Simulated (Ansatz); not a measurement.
**F on Ag(111): change of the work function**

Aim: the work function of Ag(111) at several coverages of F (fcc site), and the dipole that each adsorbate carries.

Program: Ansatz 0.2.0. Level of theory: plane-wave DFT, PBE, Ansatz PAW. Results are calculated unless marked as measured.

Report form: the programs' logs are mostly left out.

**1. Starting point**

The cell holds 4 atoms: 4 Ag. Cell: a = 2.892 Å, b = 2.892 Å, c = 25.084 Å, α = 90.0°, β = 90.0°, γ = 60.0°. Vacuum lies along c.

**2. The clean slab**

The bare slab comes first, as the zero from which every change is counted. The two lowest layers are held at bulk places and the upper ones relax. The dipole correction removes the false field that a one-sided slab makes across the periodic vacuum, so each face gets a flat vacuum level of its own.

input.yaml reads:

```yaml
crystal:
  lattice:
    - [2.8920667351, 0.0, 0.0]
    - [1.4460333675, 2.504603262, 0.0]
    - [0.0, 0.0, 25.084087803]
  atoms:
    - { symbol: Ag, position: [0.0, 0.0, 0.3587931947] }
    - { symbol: Ag, position: [0.3333333333, 0.3333333333, 0.4529310649] }
    - { symbol: Ag, position: [0.6666666667, 0.6666666667, 0.5470689351] }
    - { symbol: Ag, position: [0.0, 0.0, 0.6412068053] }
kpoints:
  mp_grid: { grid: [12, 12, 1] }
hamiltonian:
  xc: pbe
scf:
  occupations: { method: fermi_dirac, width: 0.1 }
  convergence: { dr2_threshold: 1.0e-08 }
efield:
  axis: 3
  dipole_correction: true
  ramp_position: 0.97
  ramp_width: 0.06
relax:
  f_tol: 0.02
  max_steps: 60
  constraints: [{ sites: [0, 1] }]
output:
  write_potential: true
  write_density: true
  volumetric_format: npy
```

Command:

```
ansatz run input.yaml --threads 4 --pin off --max-ram 6144MiB --backend cpu --events-out ev --progress --plain --runs-dir out
```

It took 11 s on 4 threads of Arm Neoverse V1, shared host; peak memory 0.51 GiB.

Relaxation path:

| step | energy less that of the first step (eV) | largest force component (eV/Å) |
| --- | --- | --- |
| 1 | 0.0000 | 0.1394 |
| 2 | -0.0033 | 0.0588 |
| 3 | -0.0046 | 0.0035 |

Forces are held to the 6 operations that the run works with; a distortion that breaks them can't arise in this run.

The atoms that moved most (Å):

| atom | dx | dy | dz | length |
| --- | --- | --- | --- | --- |
| Ag4 | 0.000 | 0.000 | 0.077 | 0.077 |
| Ag3 | 0.000 | 0.000 | 0.027 | 0.027 |

The relaxed structure:

```cif
data_structure
_symmetry_space_group_name_H-M 'P 1'
_symmetry_Int_Tables_number 1
_cell_length_a 2.8921
_cell_length_b 2.8921
_cell_length_c 25.0841
_cell_angle_alpha 90.000
_cell_angle_beta 90.000
_cell_angle_gamma 60.000
_cell_volume 181.70
loop_
_atom_site_label
_atom_site_type_symbol
_atom_site_fract_x
_atom_site_fract_y
_atom_site_fract_z
_atom_site_occupancy
Ag1 Ag 0.00000 0.00000 0.35879 1
Ag2 Ag 0.33333 0.33333 0.45293 1
Ag3 Ag 0.66667 0.66667 0.54816 1
Ag4 Ag 0.00000 0.00000 0.64428 1
```

Numbers from this step:

- energy at zero smearing: -30361.5275 eV
- work function, upper face: 4.469 eV
- dipole along the normal: -8.00e-4 e·Å

Running mean over 2.361 Å of the planar mean; the ramp of the sawtooth is left out. Electron's electrostatic potential energy less the Fermi level against z:

z (Å), electron's electrostatic potential energy less the Fermi level (eV) and a bar from the least value:
```
      3.5       4.45 ##############################
      4.0       4.45 ##############################
      4.5       4.45 ##############################
      5.0       4.44 ##############################
      5.5       4.43 ##############################
      6.0       4.38 ##############################
      6.5       4.19 #############################
      7.0       3.48 ###########################
      7.5       1.20 #####################
      8.0      -2.25 ###########
      8.5      -4.95 ###
      9.0      -5.85 #
      9.5      -6.00 
     10.0      -6.03 
     10.5      -6.04 
     11.0      -6.05 
     11.5      -6.03 
     12.0      -5.92 
     12.5      -5.85 #
     13.0      -5.89 
     13.5      -5.99 
     14.0      -5.97 
     14.5      -5.78 #
     15.0      -5.68 #
     15.5      -5.78 #
     16.0      -5.86 #
     16.5      -5.38 ##
     17.0      -3.28 ########
     17.5       0.15 ##################
     18.0       2.97 ##########################
     18.5       4.08 #############################
     19.0       4.36 ##############################
     19.5       4.44 ##############################
     20.0       4.46 ##############################
     20.5       4.47 ##############################
     21.0       4.47 ##############################
     21.5       4.47 ##############################
     22.0       4.47 ##############################
```

The relaxation took 3 steps and lowered the energy by 0.0046 eV; the largest force on the free atoms ends at 0.0035 eV/Å.

The work function of the upper face is 4.47 eV.

**3. The covered slab, k-mesh 6×6×1, coverage 0.25 ML**

System of this step: Ag16F (F/Ag(111)). The cell holds 17 atoms: 16 Ag and 1 F. Cell: a = 5.784 Å, b = 5.784 Å, c = 26.403 Å, α = 90.0°, β = 90.0°, γ = 60.0°. Vacuum lies along c.

The clean slab as it ended is repeated in the plane and the adsorbate is set on one face; the cell's size fixes the coverage, and the k-mesh shrinks with it to keep the sampling density about even. Adsorbate and upper layers relax, since the dipole depends on the height.

input.yaml reads:

```yaml
crystal:
  lattice:
    - [5.7841334702, 1.0e-10, 0.0]
    - [2.892066735, 5.0092065241, 0.0]
    - [0.0, 0.0, 26.4025630098]
  atoms:
    - { symbol: Ag, position: [0.0, 0.0, 0.3408759974] }
    - { symbol: Ag, position: [0.1666666667, 0.1666666667, 0.4303128676] }
    - { symbol: Ag, position: [0.3333333333, 0.3333333333, 0.5207844035] }
    - { symbol: Ag, position: [0.0, 0.0, 0.6121088037] }
    - { symbol: Ag, position: [0.0, 0.5, 0.3408759974] }
    - { symbol: Ag, position: [0.1666666667, 0.6666666667, 0.4303128676] }
    - { symbol: Ag, position: [0.3333333333, 0.8333333333, 0.5207844035] }
    - { symbol: Ag, position: [0.0, 0.5, 0.6121088037] }
    - { symbol: Ag, position: [0.5, 0.0, 0.3408759974] }
    - { symbol: Ag, position: [0.6666666667, 0.1666666667, 0.4303128676] }
    - { symbol: Ag, position: [0.8333333333, 0.3333333333, 0.5207844035] }
    - { symbol: Ag, position: [0.5, 0.0, 0.6121088037] }
    - { symbol: Ag, position: [0.5, 0.5, 0.3408759974] }
    - { symbol: Ag, position: [0.6666666667, 0.6666666667, 0.4303128676] }
    - { symbol: Ag, position: [0.8333333333, 0.8333333333, 0.5207844035] }
    - { symbol: Ag, position: [0.5, 0.5, 0.6121088037] }
    - { symbol: F, position: [0.1666666667, 0.1666666667, 0.6591240026] }
kpoints:
  mp_grid: { grid: [6, 6, 1] }
hamiltonian:
  xc: pbe
scf:
  occupations: { method: fermi_dirac, width: 0.1 }
  convergence: { dr2_threshold: 1.0e-08 }
efield:
  axis: 3
  dipole_correction: true
  ramp_position: 0.97
  ramp_width: 0.06
relax:
  f_tol: 0.02
  max_steps: 60
  constraints: [{ sites: [0, 1, 4, 5, 8, 9, 12, 13] }]
output:
  dos: { projected: true, e_range: [-8, 4] }
  write_potential: true
  write_density: true
  volumetric_format: npy
  elf: true
```

The job ended after 2.4 min (4 threads; peak memory 3.3 GiB; 9.6 min of CPU time).

This run has no spin polarisation although its electron count is odd.

Relaxation path:

| step | energy less that of the first step (eV) | largest force component (eV/Å) |
| --- | --- | --- |
| 1 | 0.0000 | 3.5510 |
| 2 | -0.5058 | 1.1434 |
| 3 | -0.6398 | 0.3831 |
| 4 | -0.6639 | 0.0656 |
| 5 | -0.6647 | 0.0027 |

Forces are held to the 6 operations that the run works with; a distortion that breaks them can't arise in this run.

The atoms that moved most (Å):

| atom | dx | dy | dz | length |
| --- | --- | --- | --- | --- |
| F17 | 0.000 | 0.000 | 0.355 | 0.355 |
| Ag16 | 0.000 | 0.000 | -0.083 | 0.083 |
| Ag15 | 0.000 | 0.000 | 0.060 | 0.060 |
| Ag4 | -0.031 | -0.018 | 0.010 | 0.038 |
| Ag12 | 0.031 | -0.018 | 0.010 | 0.038 |
| Ag8 | 0.000 | 0.036 | 0.010 | 0.038 |
| Ag3 | -0.007 | -0.004 | -0.004 | 0.009 |
| Ag7 | 0.000 | 0.008 | -0.004 | 0.009 |

The relaxed structure:

```xyz
17
Lattice="5.7841 0.0000 0.0000 2.8921 5.0092 0.0000 0.0000 0.0000 26.4026" Properties=species:S:1:pos:R:3
Ag    0.0000    0.0000    9.0000
Ag    1.4460    0.8349   11.3614
Ag    2.8851    1.6657   13.7463
Ag   -0.0314   -0.0181   16.1709
Ag    1.4460    2.5046    9.0000
Ag    2.8921    3.3395   11.3614
Ag    4.3381    4.1824   13.7463
Ag    1.4460    2.5409   16.1709
Ag    2.8921    0.0000    9.0000
Ag    4.3381    0.8349   11.3614
Ag    5.7911    1.6657   13.7463
Ag    2.9235   -0.0181   16.1709
Ag    4.3381    2.5046    9.0000
Ag    5.7841    3.3395   11.3614
Ag    7.2302    4.1743   13.8096
Ag    4.3381    2.5046   16.0778
F     1.4460    0.8349   17.7577
```

Numbers from this step:

```yaml
energy_at_zero_smearing: -122254.0732 eV
work_function_upper_face: 5.836 eV
work_function_lower_face: 4.505 eV
dipole_along_the_normal: -0.2132 e·Å
step_between_the_vacuum_levels: 1.332 eV
```

Running mean over 2.361 Å of the planar mean; the ramp of the sawtooth is left out. Electron's electrostatic potential energy less the Fermi level against z:

| z (Å) | electron's electrostatic potential energy less the Fermi level (eV) |
| --- | --- |
| 4 | 4.50 |
| 5 | 4.50 |
| 6 | 4.43 |
| 7 | 3.54 |
| 8 | -2.17 |
| 9 | -5.76 |
| 10 | -5.96 |
| 11 | -6.01 |
| 12 | -5.82 |
| 13 | -5.77 |
| 14 | -5.93 |
| 15 | -5.74 |
| 16 | -5.78 |
| 17 | -3.56 |
| 18 | 3.05 |
| 19 | 5.26 |
| 20 | 5.82 |
| 21 | 5.84 |
| 22 | 5.84 |
| 23 | 5.84 |

The density of states has structure finer than the step of the table below, so its rows give means over 0.25 eV, whole bins alone (the curve runs from -8 to 1.98 eV). Peaks (eV: height): -4.570: 87.3, -4.450: 77.3, -3.610: 74.7, -3.370: 59.3, -3.220: 68.7, -3.070: 83.5, -2.860: 79.4.

Density of states against energy, zero at the Fermi level; means over each step:

| energy (eV) | density of states (states/eV a cell) |
| --- | --- |
| -7.50 | 0 |
| -7.25 | 0.433 |
| -7.00 | 1.15 |
| -6.75 | 1.29 |
| -6.50 | 1.53 |
| -6.25 | 3.99 |
| -6.00 | 23.9 |
| -5.75 | 44.1 |
| -5.50 | 42.5 |
| -5.25 | 40.4 |
| -5.00 | 33.8 |
| -4.75 | 38.1 |
| -4.50 | 62.8 |
| -4.25 | 49.5 |
| -4.00 | 44.0 |
| -3.75 | 47.5 |
| -3.50 | 52.9 |
| -3.25 | 55.0 |
| -3.00 | 68.1 |
| -2.75 | 30.2 |
| -2.50 | 10.4 |
| -2.25 | 8.76 |
| -2.00 | 5.04 |
| -1.75 | 4.22 |
| -1.50 | 4.23 |
| -1.25 | 3.30 |
| -1.00 | 2.50 |
| -0.75 | 4.84 |
| -0.50 | 4.82 |
| -0.25 | 6.14 |
| 0.00 | 4.80 |
| 0.25 | 1.28 |
| 0.50 | 5.14 |
| 0.75 | 8.45 |
| 1.00 | 5.77 |
| 1.25 | 3.49 |
| 1.50 | 5.00 |
| 1.75 | 6.17 |

Projected DOS per atom over height of the atomic layer and energy from the Fermi level. Layers: Ag4 Ag4 Ag4 Ag4 F from below.

Values in states/eV, 22 rows by 5 columns, each cell a mean:
```
0.14 0.21 0.22 0.17 0.06
0.12 0.14 0.15 0.12 0.04
0.31 0.22 0.22 0.34 0.12
0.17 0.12 0.11 0.18 0.06
0.22 0.25 0.21 0.20 0.12
0.29 0.24 0.25 0.27 0.18
0.23 0.15 0.16 0.21 0.19
0.23 0.24 0.19 0.20 0.31
0.25 0.24 0.25 0.28 0.53
0.18 0.16 0.27 1.08 2.49
1.93 2.11 2.19 2.46 1.02
4.02 3.21 2.91 3.88 1.07
3.84 2.68 2.89 3.24 1.14
3.69 2.53 2.77 3.08 1.19
3.37 3.59 3.50 3.10 2.01
2.26 2.25 2.50 2.57 1.30
2.59 3.39 3.20 2.28 0.70
0.88 2.61 2.32 0.76 0.30
0.07 0.22 0.20 0.07 0.02
0.03 0.13 0.11 0.03 0.01
0.01 0.03 0.03 0.01 0.00
0.00 0.00 0.00 0.00 0.00
```
Columns: height of the atomic layer (Å) from 9 to 17.8 (not evenly spaced); rows upwards: energy from the Fermi level (eV) from -7.96 to 1.95.

ELF in the ca plane at fractional y = 0.167, with atoms of Ag and F within 0.2 Å of it. It is the smooth field of the valence electrons, not physical close to the nuclei.

Ten even steps from '0' (0.00) to '9' (0.80), each cell a mean:
```
43222222222234421123431112110000000000000000
43222222222234321223432100000000000000000000
32222344322223221222322100000000000000000000
22223577532222211222222100000000000000000000
22223799742222211222222100000000000000000000
22223688632222211222222100000000000000000000
22222455422222221222222100000000000000000000
33222222222233321223332100000000000000000000
43222222222234421223431101000000000000000000
33222222222233321123321244320000000000000000
22222455422222221112112799741000000000000000
22223688632222221111116989962000000000000000
22223799742222221111117978973100000000000000
22223577532222221111114999952000000000000000
32222344322223221122211477531000000000000000
```
Columns run along c (16.0 Å, from fractional 0.34 to 0.95 of the cell), rows up along a (5.8 Å). Atoms in or near the plane, at fractional coordinates: Ag at (0.43, 0.17), Ag at (0.43, 0.67), F at (0.67, 0.17).

Valence density in the ca plane at fractional y = 0.167, with atoms of Ag and F within 0.2 Å of it. It is the smooth field of the valence electrons, not physical close to the nuclei.

Ten steps, logarithmic in the rise over the least value, from '0' (0 e/Å³) to '9' (17 e/Å³), each cell a mean:
```
44211122111244421124432100000000000000000000
43211122111244421124432000000000000000000000
32212344321123321122321000000000000000000000
11113688631111111111111000000000000000000000
11124899842111110111110000000000000000000000
11114799741111111111110000000000000000000000
22112566521122211112221000000000000000000000
43211233211234321123431000000000000000000000
54211111111245421124432100000000000000000000
43211233211234321123331111000000000000000000
22112566521122211112222354200000000000000000
11114799741111110011113687410000000000000000
11124899842111110011113798510000000000000000
21113688631111111111112566310000000000000000
32212344321123221122322232100000000000000000
```
Columns run along c (16.0 Å, from fractional 0.34 to 0.95 of the cell), rows up along a (5.8 Å). Atoms in or near the plane, at fractional coordinates: Ag at (0.43, 0.17), Ag at (0.43, 0.67), F at (0.67, 0.17).

Electrostatic potential energy in the ca plane at fractional y = 0.167, with atoms of Ag and F within 0.2 Å of it. With pseudopotentials it is smooth inside the atoms' cores, unlike the true potential.

Ten even steps from '0' (-30 eV) to '9' (9 eV), each cell a mean:
```
45788888888753478875458999999999999999999999
45788888888754478875457899999999999999999999
67888644688876688886678999999999999999999999
88886200268888889988888999999999999999999999
89884000048888899998889999999999999999999999
88885100158888899998889999999999999999999999
77887412478887788887778999999999999999999999
56788766788865578875568999999999999999999999
35788888888753478874457999999999999999999999
56788766788764578876568999999999999999999999
78887411478877788888788757999999999999999999
88885000158888899998888200699999999999999999
89884000048888899998898000599999999999999999
88886200268888889988888413899999999999999999
67888644688876688887678999999999999999999999
```
Columns run along c (16.0 Å, from fractional 0.34 to 0.95 of the cell; values clipped at the 3rd and 97th percentile), rows up along a (5.8 Å). Atoms in or near the plane, at fractional coordinates: Ag at (0.43, 0.17), Ag at (0.43, 0.67), F at (0.67, 0.17).

The relaxation took 5 steps and lowered the energy by 0.66 eV; the largest force on the free atoms ends at 0.0027 eV/Å.

By hand: a sheet of dipoles makes a step −p/(ε₀A) in the electron's potential. With e/ε₀ = 180.95 V·Å, p = -0.2132 e·Å and A = 28.97 Å², that is −180.95 × (-0.2132) / 28.97 = +1.332 eV, and the two vacuum levels of the run differ by +1.332 eV.

The covered face has 5.84 eV, +1.37 eV against the clean one; the bare back face has moved by +0.06 eV, a measure of how thin the slab is.

**4. Adsorbate added, k-mesh 12×12×1, coverage 1 ML**

System of this step: Ag4F (F/Ag(111)). The cell holds 5 atoms: 4 Ag and 1 F. Its edges and angles: a = 2.892 Å, b = 2.892 Å, c = 26.403 Å, α = 90.0°, β = 90.0°, γ = 60.0°. Vacuum lies along c.

Another coverage, to see how the dipoles act on each other as their distance changes.

input.yaml, the sections that differ from step 3:

```yaml
crystal:
  lattice:
    - [2.8920667351, 0.0, 0.0]
    - [1.4460333675, 2.504603262, 0.0]
    - [0.0, 0.0, 26.4025630098]
  atoms:
    - { symbol: Ag, position: [0.0, 0.0, 0.3408759974] }
    - { symbol: Ag, position: [0.3333333333, 0.3333333333, 0.4303128676] }
    - { symbol: Ag, position: [0.6666666667, 0.6666666667, 0.5207844035] }
    - { symbol: Ag, position: [0.0, 0.0, 0.6121088037] }
    - { symbol: F, position: [0.3333333333, 0.3333333333, 0.6591240026] }
kpoints:
  mp_grid: { grid: [12, 12, 1] }
relax:
  f_tol: 0.02
  max_steps: 60
  constraints: [{ sites: [0, 1] }]
output:
  write_potential: true
  write_density: true
  volumetric_format: npy
# hamiltonian, scf, efield: as in step 3
```

Wall time 16 s (4 threads); peak memory 0.55 GiB.

The steps of the relaxation:

| step | energy less that of the first step (eV) | largest force component (eV/Å) |
| --- | --- | --- |
| 1 | 0.0000 | 3.0667 |
| 2 | -0.2734 | 0.8243 |
| 3 | -0.3183 | 0.0266 |
| 4 | -0.3187 | 0.0021 |

The run keeps the 6 symmetry operations that it works with, so distortions that break them were not tested.

The atoms that moved most (Å):

| atom | dx | dy | dz | length |
| --- | --- | --- | --- | --- |
| F5 | 0.000 | 0.000 | 0.178 | 0.178 |
| Ag4 | 0.000 | 0.000 | -0.056 | 0.056 |
| Ag3 | 0.000 | 0.000 | 0.021 | 0.021 |

Final coordinates:

```xyz
5
Lattice="2.8921 0.0000 0.0000 1.4460 2.5046 0.0000 0.0000 0.0000 26.4026" Properties=species:S:1:pos:R:3
Ag    0.0000    0.0000    9.0000
Ag    1.4460    0.8349   11.3614
Ag    2.8921    1.6697   13.7707
Ag    0.0000    0.0000   16.1057
F     1.4460    0.8349   17.5803
```

Numbers from this step:

```
energy at zero smearing        : -31168.7027 eV
work function, upper face      : 9.549 eV
work function, lower face      : 4.449 eV
dipole along the normal        : -0.2042 e·Å
step between the vacuum levels : 5.100 eV
```

Running mean over 2.361 Å of the planar mean; the ramp of the sawtooth is left out. Electron's electrostatic potential energy less the Fermi level against z:

| z (Å) | electron's electrostatic potential energy less the Fermi level (eV) |
| --- | --- |
| 4 | 4.45 |
| 5 | 4.44 |
| 6 | 4.38 |
| 7 | 3.50 |
| 8 | -2.20 |
| 9 | -5.78 |
| 10 | -5.99 |
| 11 | -6.05 |
| 12 | -5.81 |
| 13 | -5.70 |
| 14 | -5.82 |
| 15 | -5.65 |
| 16 | -5.28 |
| 17 | -3.74 |
| 18 | 3.93 |
| 19 | 8.43 |
| 20 | 9.53 |
| 21 | 9.55 |
| 22 | 9.55 |
| 23 | 9.55 |

The relaxation took 4 steps and lowered the energy by 0.32 eV; the largest force on the free atoms ends at 0.0021 eV/Å.

The covered face has 9.55 eV, +5.08 eV against the clean one; the bare back face has moved by -0.00 eV, a measure of how thin the slab is.

**5. Work function against coverage**

This step: plane-wave DFT, PBE, Ansatz PAW; work function against coverage (Ansatz 0.2.0).

The runs are now put side by side.

Numbers from this step:

* work function of the clean face: 4.469 eV
* largest change of the work function: 5.080 eV

The work function of the covered face by coverage:

| coverage (adsorbates/nm²) | work function of the covered face (eV) |
| --- | --- |
| 0.00 | 4.47 |
| 3.45 | 5.84 |
| 13.81 | 9.55 |

The dipole per adsorbate comes from the change of the cell's dipole. Coverage, by row:

| coverage (1/nm²) | coverage (ML) | work function (eV) | change (eV) | dipole per adsorbate, positive end outwards (debye) | mean height of the added atoms over the highest substrate atom (Å) |
| --- | --- | --- | --- | --- | --- |
| 3.451 | 0.25 | 5.836 | 1.367 | -1.009 | 1.587 |
| 13.81 | 1 | 9.549 | 5.08 | -0.977 | 1.475 |

**6. Summary of results**

```yaml
work_function_of_the_clean_face: 4.47 eV
work_function_at_0p25_ml: 5.84 eV
work_function_at_1_ml: 9.55 eV
dipole_per_adsorbate_at_0p25_ml_positive_end_outwards: -1.01 D
```

What this shows: F raises the work function of Ag(111) at the lowest coverage, by 1.37 eV: the adsorbate layer has its negative end outwards. The slab has 4 layers, at the tabulated experimental lattice constant, one starting site was run, and quantum-size effects of a slab this thin can reach one or two tenths of an eV.

[Logs are printed without paths, hosts, clocks, repeated set-up lines and the standing remarks that a program may print on its own settings, such as how far it seeks lower states.]

[Hosts, paths, dates, database ids (printed as entryN), source tags and the programs' standing remarks are cut or masked in the printed files.]

[Maps of the electrostatic potential energy from Ansatz leave out the sawtooth potential of an applied field or a dipole correction, so their vacuum need not be flat; planar profiles and work functions include it.]

[The density of states shown here was stored with 400 of the rows of the run's finer table, so its peaks can read low, often by over a quarter, or be missed, and its means over a window can be off by a tenth or more.]
